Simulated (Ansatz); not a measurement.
Rows from a G0W0 calculation on CdTe (F-43m) (Ansatz 0.2.0; G0W0 on PBE, plane waves, norm-conserving pseudopotentials; 4×4×4 mesh, 154 empty bands, screening to 100 eV, norm-conserving files), in eV. Spin-orbit coupling is left out.

```
row  k  band   start       Σx  Σc at the solution      Vxc
  A  Γ    c1   8.438   -9.342              -3.816  -13.314
  B  Γ    c2  12.286   -6.601              -4.149  -10.853
  C  Γ    v1   7.680  -17.903               1.592  -15.874
```

**Question.** Give the quasiparticle energies and the shift of each level.

The quasiparticle equation reads E = start + Σx + Σc(E) − Vxc.

```
row  E (eV)  shift (eV)
  A   8.595      +0.156
  B  12.389      +0.104
  C   7.243      −0.437
```

Limits: not at the basis limit; mesh may overstate the screening; no spin-orbit coupling; coarse k mesh.

[Paths, hosts, dates, memory and timing lines, banners, echoed tables and standing remarks are left out of the program output.]

[Logs are printed without paths, hosts, clocks, repeated set-up lines and the standing remarks that a program may print on its own settings, such as how far it seeks lower states.]

[Runs of the session that timed out or met a known fault of the program may be left out.]

[Cells called generated may have been cut or substituted from an entry of the Crystallography Open Database or the Materials Project.]

[Hosts, paths, dates, database ids (printed as entryN), source tags and the programs' standing remarks are cut or masked in the printed files.]
